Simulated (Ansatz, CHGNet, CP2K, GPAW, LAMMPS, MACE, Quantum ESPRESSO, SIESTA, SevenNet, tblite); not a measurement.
## Finding the fault: GPAW, glassy 73SiO2-27K2O (mol %) (90 atoms)

Program: GPAW 26.7.0, a calculation on a cell of 22 Si, 16 K and 52 O, 16.6 Å³ an atom.

File run.py:

```python
import numpy as np
from ase.io import read
from gpaw import GPAW, FermiDirac

atoms = read("structure.xyz")
atoms.calc = GPAW(
    mode="lcao",
    basis="dzp",
    h=0.18,
    xc="PBE",
    kpts={"size": (1, 1, 1), "gamma": True},
    occupations=FermiDirac(0.05),
    maxiter=60,
    symmetry={"point_group": False},
    nbands=136,
    txt="gpaw.txt",
)
energy = atoms.get_potential_energy(force_consistent=True)
forces = atoms.get_forces()
print(f"energy {energy:.6f} eV")
print("forces (eV/A)")
for i, (a, f) in enumerate(zip(atoms, forces)):
    print(f"{i:4d} {a.symbol:2s} {f[0]:10.5f} {f[1]:10.5f} {f[2]:10.5f}")
print(f"Fermi level {atoms.calc.get_fermi_level():.4f} eV")
for k in range(len(atoms.calc.get_ibz_k_points())):
    for s in range(atoms.calc.get_number_of_spins()):
        e = atoms.calc.get_eigenvalues(kpt=k, spin=s)
        n = np.searchsorted(e, atoms.calc.get_fermi_level())
        print(f"k {k} spin {s} levels about the Fermi level:", np.round(e[max(n - 6, 0):n], 4).tolist(), "|", np.round(e[n:n + 6], 4).tolist())
```

File structure.xyz:

```xyz
90
Lattice="11.42927 0.00000 0.00000 0.00000 11.42927 0.00000 0.00000 0.00000 11.42927" Properties=species:S:1:pos:R:3 pbc="T T T"
Si 8.64853 7.52149 7.48400
Si 3.18054 11.23280 11.19623
Si 8.75242 10.56065 6.55732
Si 6.31421 7.86802 3.11253
Si 6.81573 10.71483 4.14814
Si 8.84523 2.61227 11.32298
Si 7.21781 7.52126 0.08389
Si 6.12997 10.50876 11.02353
Si 3.33872 6.86156 3.29014
Si 6.96557 3.29414 5.10820
[... 76 atom lines left out ...]
O 4.74292 7.19233 8.73265
O 0.23099 3.65554 9.70471
O 3.72308 5.64549 4.19911
O 8.86660 7.35314 11.28092
```

Command:

```
$ OMP_NUM_THREADS=1 python run.py > output.txt
```

The program printed:

```text
ValueError: Too few bands!  Electrons: 544.0, bands: 136
```

gpaw.txt:

```text
Input parameters:
  mode=LCAO(),
  basis={'default': 'dzp'},
  h=0.18,
  kpts=MonkhorstPack(size=(1, 1, 1), gamma=True),
  maxiter=60,
  nbands=136,
  occupations=Occupations(name='fermi-dirac', width=0.05, fixmagmom=False),
  symmetry=Symmetry(point_group=False),
  xc=XC(name='PBE')
timing:  # [seconds]
  Total: 0.170  # ━━━━━━━━━━━━━━━━━━━━━━━━━━━━━━━━━━━━━━━━━━━━━━━━━━━━━━━━━━━
  Init:  0.145  # ━━━━━━━━━━━━━━━━━━━━━━━━━━━━━━━━━━━━━━━━━━━━━━━━━━╸
```

Elapsed: 1.6 s, on 1 thread of Arm Neoverse V1, shared host; peak memory 0.12 GiB.

Banners, paths, timers and routine set-up lines are dropped from the logs unmarked, and long logs keep their key lines alone; longer cuts are marked.

**Question.** Which part of the input is at fault, and how is it mended?

Too few bands: bands 136. Mend: ask for at least half as many bands as electrons, and some more for the smearing.

The program stopped at the start.

[Also dropped from logs without a mark: logging warnings of Python, and SIESTA's first energy breakdown and zero terms.]

[Logs are printed without paths, hosts, clocks, repeated set-up lines and the standing remarks that a program may print on its own settings, such as how far it seeks lower states.]

[Hosts, paths, dates, database ids (printed as entryN), source tags and the programs' standing remarks are cut or masked in the printed files.]
